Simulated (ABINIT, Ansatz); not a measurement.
# Tl (Thallium): from the cell to the phonon bands, part 2 of 4

How does Tl (Thallium) vibrate, and is this structure a minimum?

ABINIT 10.8.3; DFT LDA, scalar-relativistic, plane waves, PseudoDojo norm-conserving pseudopotentials.

So far. Step 3 (Relaxation): The volume changes by -4.7 % in this run and stands -4.7 % from the first cell. Step 4 (Ground state): The cell stands at -0.22 GPa: the relaxation ran with a smoothed and higher cutoff, and the difference is a stress of the finite basis. The relaxed cell has a = 3.403, c = 5.433 Å (conventional setting).

### 5. Zone-centre response

At q = 0 one unit cell holds all displacements. The response is solved for single atoms along the cell's directions, and symmetry skips those that follow from others. The crystal is treated as a metal, which screens a static field, so no field response is asked.

Input file dfpt_gamma.abi:

```

# common to the responses
getwfk_filepath "gso_WFK"
kptopt 2
nqpt 1
qpt 0.0 0.0 0.0
asr 0
chneut 0

# displacements
rfphon 1
rfatpol 1 2
rfdir 1 1 1
tolvrs 1.0d-10
prtwf 0
prtpot 1

# basis, mesh and filling
ecut 27.0
ngkpt 9 9 6
nshiftk 1
shiftk 0.0 0.0 0.0
istwfk *1
occopt 7
tsmear 0.01
nband 20
nstep 100
diemac 1000000.0
prtebands 0
prtgsr 0

# cell and atoms
acell 6.430635667 6.430635667 10.2667143
rprim 
    1.0 0.0 0.0
    -0.5 0.8660254038 0.0
    0.0 0.0 1.0
ntypat 1
znucl 81
natom 2
typat 1 1
xred 
    1/3 2/3 0.25
    2/3 1/3 0.75
pp_dirpath "./pseudo"
pseudos "Tl.upf"
```

On the command line:

```console
> OMP_NUM_THREADS=1 mpirun -n 16 abinit dfpt_gamma.abi > dfpt_gamma.log
```

Numbers of over 12 decimals in the logs are rounded to 6 here.

dfpt_gamma.abo, the main output file:

```text
[banners, grids, parts of the stress and lines that vanish by symmetry left out]
- input  file    -> dfpt_gamma.abi
- output file    -> dfpt_gamma.abo
- root for input  files -> dfpt_gammai
- root for output files -> dfpt_gammao

 Symmetries : space group P6_3/m m c (#194); Bravais hP (primitive hexag.)
================================================================================
 Values of the parameters that define the memory need of the present run (RF).
     intxc =       0      iscf =       7    lmnmax =       6     lnmax =       6
     mgfft =      50  mpssoang =       3    mqgrid =    3001     natom =       2
  nloc_mem =       1    nspden =       1   nspinor =       1    nsppol =       1
      nsym =      24    n1xccc =    2501    ntypat =       1    occopt =       7
   xclevel =       1
-    mband =          20        mffmem =           1         mkmem =          16
-   mkqmem =          16        mk1mem =          16           mpw =        2484
      nfft =       51200          nkpt =         244
- my_mband =          20
================================================================================
================================================================================

--------------------------------------------------------------------------------
------------- Echo of variables that govern the present computation ------------
--------------------------------------------------------------------------------
-
- outvars: echo of selected default values
-   iomode0 =  0 , fftalg0 =312 , wfoptalg0 =  0
-
- outvars: echo of global parameters not present in the input file
-  max_nthreads =    1
-
 -outvars: echo values of preprocessed input variables
 [... echo left out ...]
================================================================================

 chkinp: Checking input parameters for consistency.

[...]
== DATASET  1 ==================================================================
-   mpi_nproc: 16, omp_nthreads: 1 (-1 if OMP is not activated)

--- !DatasetInfo
iteration_state: {dtset: 1, }
dimensions: {natom: 2, nkpt: 244, mband: 20, nsppol: 1, nspinor: 1, nspden: 1, mpw: 2484, }
cutoff_energies: {ecut:  27.0, pawecutdg:  -1.0, }
electrons: {nelect:   2.60000000E+01, charge:   0.00000000E+00, occopt:   7.00000000E+00, tsmear:   1.00000000E-02, }
meta: {optdriver: 1, rfphon: 1, }
...

 mkfilename: getwfk from: gso_WFK

 Real(R)+Recip(G) space primitive vectors, cartesian coordinates (Bohr,Bohr^-1):
 R(1)=  6.4306357  0.0000000  0.0000000  G(1)=  0.1555056  0.0897812  0.0000000
 R(2)= -3.2153178  5.5690939  0.0000000  G(2)=  0.0000000  0.1795624  0.0000000
 R(3)=  0.0000000  0.0000000 10.2667143  G(3)=  0.0000000  0.0000000  0.0974021
 Unit cell volume ucvol=  3.6767992E+02 bohr^3
 Angles (23,13,12)=  9.00000000E+01  9.00000000E+01  1.20000000E+02 degrees
 setup1 : take into account q-point for computing boxcut.

 getcut: wavevector=  0.0000  0.0000  0.0000  ngfft=  32  32  50
         ecut(hartree)=     27.000   => boxcut(ratio)=   2.08205

--- Pseudopotential description ------------------------------------------------
- pspini: atom type   1  psp file is ./pseudo/Tl.upf

   1.93060908E+03                                ecore*ucvol(ha*bohr**3)
--------------------------------------------------------------------------------

 ==>  initialize data related to q vector <==

 The list of irreducible perturbations for this q vector is:
    1)    idir= 1    ipert=   1
    2)    idir= 3    ipert=   1

[...]
The perturbation idir=   2  ipert=   1 is
 symmetric of a previously calculated perturbation.
 So, its SCF calculation is not needed.

 The perturbation idir=   1  ipert=   2 is
 symmetric of a previously calculated perturbation.
 So, its SCF calculation is not needed.

 The perturbation idir=   2  ipert=   2 is
 symmetric of a previously calculated perturbation.
 So, its SCF calculation is not needed.

 The perturbation idir=   3  ipert=   2 is
 symmetric of a previously calculated perturbation.
 So, its SCF calculation is not needed.

--------------------------------------------------------------------------------
 Perturbation wavevector (in red.coord.)   0.000000  0.000000  0.000000
 Perturbation : displacement of atom   1   along direction   1
 Found     2 symmetries that leave the perturbation invariant.

[...]
dfpt_looppert : total number of electrons, from k and k+q
  fully or partially occupied states are    2.600000E+01 and    2.600000E+01.
 Initialisation of the first-order wave-functions :
  ireadwf=   0

--- !BeginCycle
iteration_state: {dtset: 1, }
solver: {iscf: 7, nstep: 100, nline: 4, wfoptalg: 0, }
tolerances: {tolvrs: 1.00E-10, }
...

     iter   2DEtotal(Ha)        deltaE(Ha) residm    vres2
-ETOT  1   2.022908     -6.355E+03 9.640E+00 1.437E+02
 ETOT  2  0.211910     -1.811E+00 3.450E-02 4.944E+01
 ETOT  3  0.178425     -3.348E-02 2.158E-04 5.006E-01
 ETOT  4  0.178125     -3.002E-04 1.898E-05 1.308E-01
 ETOT  5  0.178069     -5.622E-05 4.240E-07 1.692E-04
[...]
At SCF step   10       vres2   =  2.60E-12 < tolvrs=  1.00E-10 =>converged.
[...]
Mean square residual over all n,k,spin=   23.752E-16; max=  16.634E-13

 Thirteen components of 2nd-order total energy (hartree) are
 1,2,3: 0th-order hamiltonian combined with 1st-order wavefunctions
     kin0=   8.18081146E+03 eigvalue=   3.41967109E+02  local=  -4.57810664E+03
 4,5,6: 1st-order hamiltonian combined with 1st and 0th-order wfs
 loc psp =  -1.88653995E+03  Hartree=   5.49400572E+02     xc=  -9.88485336E+01
 note that "loc psp" includes a xc core correction that could be resolved
 7,8,9: eventually, occupation + non-local contributions
    edocc=   2.38026963E+01     enl0=   1.93769950E+03   enl1=  -1.08269124E+04
 1-9 gives the relaxation energy (to be shifted if some occ is /=2.0)
   erelax=  -6.35672617E+03
 10,11,12 Non-relaxation  contributions : frozen-wavefunctions and Ewald
 fr.local=   8.79784695E+02 fr.nonlo=   5.41319199E+03  Ewald=   1.21198160E+01
 13,14 Frozen wf xc core corrections (1) and (2)
 frxc 1  =  -2.95708005E+02  frxc 2 =   3.47515737E+02
 Resulting in :
 2DEtotal=    0.1780687394E+00 Ha. Also 2DEtotal=    0.484549724703E+01 eV
    (2DErelax=   -6.3567261685E+03 Ha. 2DEnonrelax=    6.3569042372E+03 Ha)
    (  non-var. 2DEtotal :    1.7806923142E-01 Ha)

[...]
Perturbation wavevector (in red.coord.)   0.000000  0.000000  0.000000
 Perturbation : displacement of atom   1   along direction   3
 Found     6 symmetries that leave the perturbation invariant.

--------------------------------------------------------------------------------

--------------------------------------------------------------------------------

 dfpt_looppert : total number of electrons, from k and k+q
  fully or partially occupied states are    2.600000E+01 and    2.600000E+01.
 Initialisation of the first-order wave-functions :
  ireadwf=   0

--- !BeginCycle
iteration_state: {dtset: 1, }
solver: {iscf: 7, nstep: 100, nline: 4, wfoptalg: 0, }
tolerances: {tolvrs: 1.00E-10, }
...

     iter   2DEtotal(Ha)        deltaE(Ha) residm    vres2
-ETOT  1   8.135067     -1.669E+04 3.084E+01 3.800E+02
[...]
ETOT 10   3.429079      6.548E-11 9.916E-11 1.386E-10
 ETOT 11   3.429079     -2.474E-10 1.414E-11 7.019E-12

 At SCF step   11       vres2   =  7.02E-12 < tolvrs=  1.00E-10 =>converged.
[...]
Mean square residual over all n,k,spin=   12.797E-15; max=  14.144E-12

 Thirteen components of 2nd-order total energy (hartree) are
 1,2,3: 0th-order hamiltonian combined with 1st-order wavefunctions
     kin0=   2.08928275E+04 eigvalue=   8.75916370E+02  local=  -1.17010759E+04
 4,5,6: 1st-order hamiltonian combined with 1st and 0th-order wfs
 loc psp =  -5.79644709E+03  Hartree=   1.87852999E+03     xc=  -2.58332464E+02
 note that "loc psp" includes a xc core correction that could be resolved
 7,8,9: eventually, occupation + non-local contributions
    edocc=   5.92786081E+01     enl0=   4.95087084E+03   enl1=  -2.75995828E+04
 1-9 gives the relaxation energy (to be shifted if some occ is /=2.0)
   erelax=  -1.66980149E+04
 10,11,12 Non-relaxation  contributions : frozen-wavefunctions and Ewald
 fr.local=   2.22498252E+03 fr.nonlo=   1.37974103E+04  Ewald=   5.47036239E+02
 13,14 Frozen wf xc core corrections (1) and (2)
 frxc 1  =  -7.53744984E+02  frxc 2 =   8.85759945E+02
 Resulting in :
 2DEtotal=    0.3429079037E+01 Ha. Also 2DEtotal=    0.933099941419E+02 eV
    (2DErelax=   -1.6698014948E+04 Ha. 2DEnonrelax=    1.6701444027E+04 Ha)
    (  non-var. 2DEtotal :    3.4290804388E+00 Ha)

[...]
---- first-order wavefunction calculations are completed ----

 ==> Compute Derivative Database <==

 [... matrices left out ...]
  Phonon wavevector (reduced coordinates) :  0.00000  0.00000  0.00000
 Phonon energies in Hartree :
  -4.976564E-06 -3.651583E-06 -3.651582E-06  1.520577E-04  1.520577E-04
   4.179270E-04
 Phonon frequencies in cm-1    :
- -1.092230E+00 -8.014299E-01 -8.014297E-01  3.337281E+01  3.337281E+01
-  9.172437E+01

== END DATASET(S) ==============================================================
================================================================================

 -outvars: echo values of variables after computation
            acell      6.4306356670E+00  6.4306356670E+00  1.0266714300E+01 Bohr
           etotal      3.4290790369E+00
            fcart      0.0000000000E+00  0.0000000000E+00  0.0000000000E+00
           strten      0.0000000000E+00  0.0000000000E+00  0.0000000000E+00
================================================================================
```

It took 17 s on 16 MPI ranks of Arm Neoverse V2, shared host; 4.5 min of CPU time.

This step gave:

```yaml
largest_acoustic_frequency_at_the_zone_centre_before_the_sum_rule: -1.09 cm⁻¹
highest_optical_zone_centre_mode_no_lo_to_term: 91.72 cm⁻¹
lowest_optical_zone_centre_mode: 33.37 cm⁻¹
```

The acoustic modes at Γ come out as far as 1.1 cm⁻¹ from zero, where they should vanish, a small numerical error.

### 6. Linear response on the mesh

Linear response treats each wavevector of the 3×3×2 mesh in the unit cell; the first-order potentials are kept for the electron-phonon matrix elements.

Input file dfpt_q.abi:

```
ndtset 5

# wavevectors
qpt1 0.3333333333 0.0 0.0
qpt2 0.3333333333 0.3333333333 0.0
qpt3 0.0 0.0 0.5
qpt4 0.3333333333 0.0 0.5
qpt5 0.3333333333 0.3333333333 0.5

# displacements
getwfk_filepath "gso_WFK"
getwfq_filepath "gso_WFK"
kptopt 3
nqpt 1
rfphon 1
rfatpol 1 2
rfdir 1 1 1
tolvrs 1.0d-10
prtwf 0
prtpot 1

# basis, mesh and filling
ecut 27.0
ngkpt 9 9 6
nshiftk 1
shiftk 0.0 0.0 0.0
istwfk *1
occopt 7
tsmear 0.01
nband 20
nstep 100
diemac 1000000.0
prtebands 0
prtgsr 0

# cell and atoms
acell 6.430635667 6.430635667 10.2667143
rprim 
    1.0 0.0 0.0
    -0.5 0.8660254038 0.0
    0.0 0.0 1.0
ntypat 1
znucl 81
natom 2
typat 1 1
xred 
    1/3 2/3 0.25
    2/3 1/3 0.75
pp_dirpath "./pseudo"
pseudos "Tl.upf"
```

On the command line:

```console
> OMP_NUM_THREADS=1 mpirun -n 16 abinit dfpt_q.abi > dfpt_q.log
```

dfpt_q.abo, the main output file:

```text
[banners, grids, parts of the stress and lines that vanish by symmetry left out]
- input  file    -> dfpt_q.abi
- output file    -> dfpt_q.abo
- root for input  files -> dfpt_qi
[...]
DATASET    1 : space group P6_3/m m c (#194); Bravais hP (primitive hexag.)
[...]
nfft =       51200          nkpt =         486
[...]
DATASET    2 : space group P6_3/m m c (#194); Bravais hP (primitive hexag.)
[...]
nfft =       51200          nkpt =         486
[...]
DATASET    3 : space group P6_3/m m c (#194); Bravais hP (primitive hexag.)
[...]
nfft =       51200          nkpt =         486
[...]
DATASET    4 : space group P6_3/m m c (#194); Bravais hP (primitive hexag.)
[...]
nfft =       51200          nkpt =         486
[...]
DATASET    5 : space group P6_3/m m c (#194); Bravais hP (primitive hexag.)
[...]
nfft =       51200          nkpt =         486
[...]
== DATASET  1 ==================================================================
[...]
cutoff_energies: {ecut:  27.0, pawecutdg:  -1.0, }
[...]
Perturbation : displacement of atom   1   along direction   1
[...]
-ETOT  1   2.895305     -6.582E+03 9.577E+00 1.281E+02
 ETOT  2   1.189082     -1.706E+00 4.133E-02 5.776E+02
 ETOT  3   1.124173     -6.491E-02 1.152E-03 8.378E+01
 ETOT  4   1.117298     -6.875E-03 7.491E-05 2.543E+00
 ETOT  5   1.116589     -7.087E-04 7.996E-06 4.893E-03
[...]
At SCF step   11       vres2   =  7.58E-11 < tolvrs=  1.00E-10 =>converged.
[...]
Perturbation : displacement of atom   1   along direction   2
[...]
-ETOT  1   2.210115     -6.383E+03 9.507E+00 1.542E+02
[...]
At SCF step   10       vres2   =  3.81E-11 < tolvrs=  1.00E-10 =>converged.
[...]
Perturbation : displacement of atom   1   along direction   3
[...]
-ETOT  1   7.449869     -1.648E+04 3.058E+01 4.357E+02
[...]
At SCF step   11       vres2   =  5.74E-11 < tolvrs=  1.00E-10 =>converged.
[...]
Phonon wavevector (reduced coordinates) :  0.33333  0.00000  0.00000
 Phonon energies in Hartree :
[...]
Phonon frequencies in cm-1    :
-  1.897887E+01  3.058419E+01  4.437543E+01  6.098119E+01  6.938255E+01
-  7.449176E+01
[...]
== DATASET  2 ==================================================================
[...]
cutoff_energies: {ecut:  27.0, pawecutdg:  -1.0, }
[...]
Perturbation : displacement of atom   1   along direction   1
[...]
-ETOT  1   3.020707     -6.532E+03 9.715E+00 1.160E+02
[...]
At SCF step   12       vres2   =  1.33E-11 < tolvrs=  1.00E-10 =>converged.
[...]
Perturbation : displacement of atom   1   along direction   3
[...]
-ETOT  1   6.934612     -1.639E+04 3.029E+01 3.890E+02
[...]
Phonon wavevector (reduced coordinates) :  0.33333  0.33333  0.00000
 Phonon energies in Hartree :
[...]
Phonon frequencies in cm-1    :
-  4.768918E+01  5.079913E+01  5.079913E+01  6.575538E+01  6.753917E+01
-  6.753917E+01
[...]
== DATASET  3 ==================================================================
[...]
cutoff_energies: {ecut:  27.0, pawecutdg:  -1.0, }
[...]
Perturbation : displacement of atom   1   along direction   1
[...]
-ETOT  1   1.991243     -6.355E+03 9.757E+00 1.504E+02
[...]
Perturbation : displacement of atom   1   along direction   3
[...]
-ETOT  1   7.576884     -1.730E+04 3.319E+01 2.403E+03
[...]
Phonon wavevector (reduced coordinates) :  0.00000  0.00000  0.50000
 Phonon energies in Hartree :
[...]
Phonon frequencies in cm-1    :
-  2.091797E+01  2.091797E+01  2.091797E+01  2.091797E+01  5.823775E+01
-  5.823775E+01
[...]
== DATASET  4 ==================================================================
[...]
cutoff_energies: {ecut:  27.0, pawecutdg:  -1.0, }
[...]
Perturbation : displacement of atom   1   along direction   1
[...]
-ETOT  1   2.879856     -6.551E+03 9.569E+00 1.245E+02
[...]
Perturbation : displacement of atom   1   along direction   2
[...]
-ETOT  1   2.164296     -6.382E+03 9.506E+00 1.407E+02
[...]
Perturbation : displacement of atom   1   along direction   3
[...]
-ETOT  1   7.373104     -1.659E+04 3.071E+01 3.728E+02
[...]
Phonon wavevector (reduced coordinates) :  0.33333  0.00000  0.50000
 Phonon energies in Hartree :
[...]
Phonon frequencies in cm-1    :
-  3.228218E+01  3.228218E+01  4.019993E+01  4.020019E+01  7.566582E+01
-  7.566596E+01
[...]
== DATASET  5 ==================================================================
[...]
cutoff_energies: {ecut:  27.0, pawecutdg:  -1.0, }
[...]
Perturbation : displacement of atom   1   along direction   1
[...]
-ETOT  1   3.021056     -6.526E+03 9.866E+00 1.208E+02
[...]
At SCF step   11       vres2   =  9.97E-11 < tolvrs=  1.00E-10 =>converged.
[...]
Perturbation : displacement of atom   1   along direction   3
[...]
-ETOT  1   7.029008     -1.642E+04 3.036E+01 3.551E+02
[...]
ETOT  9   2.159059      5.821E-11 8.760E-10 4.847E-10
 ETOT 10   2.159059      9.823E-11 2.631E-11 1.165E-11
 At SCF step   10       vres2   =  1.16E-11 < tolvrs=  1.00E-10 =>converged.
[...]
Phonon wavevector (reduced coordinates) :  0.33333  0.33333  0.50000
 Phonon energies in Hartree :
[...]
Phonon frequencies in cm-1    :
-  2.913788E+01  2.913788E+01  6.010980E+01  6.010980E+01  7.773085E+01
-  7.773085E+01
[...]
strten3     0.0000000000E+00  0.0000000000E+00  0.0000000000E+00
           
================================================================================
```

Wall time 5.6 min (16 MPI ranks).

Numbers from this step:

- lowest mode on the q mesh (acoustic ones at the zone centre apart): 18.98 cm⁻¹

Frequencies (cm⁻¹) before the sum rule at the irreducible wavevectors but Γ, which is solved apart; negative means imaginary. Frequencies by wavevector:

```
    q (fractions)  star  mode 1  mode 2  mode 3  mode 4  mode 5  mode 6
       0.3333 0 0     6   18.98   30.58   44.38   60.98   69.38   74.49
  0.3333 0.3333 0     2   47.69    50.8    50.8   65.76   67.54   67.54
          0 0 0.5     1   20.92   20.92   20.92   20.92   58.24   58.24
     0.3333 0 0.5     6   32.28   32.28    40.2    40.2   75.67   75.67
0.3333 0.3333 0.5     2   29.14   29.14   60.11   60.11   77.73   77.73
```

(Continued in part 3 of 4.)

[Host names and launcher messages were left out of these logs when they were recorded.]

[Logs are printed without paths, hosts, clocks, repeated set-up lines and the standing remarks that a program may print on its own settings, such as how far it seeks lower states.]

[Hosts, paths, dates, database ids (printed as entryN), source tags and the programs' standing remarks are cut or masked in the printed files.]
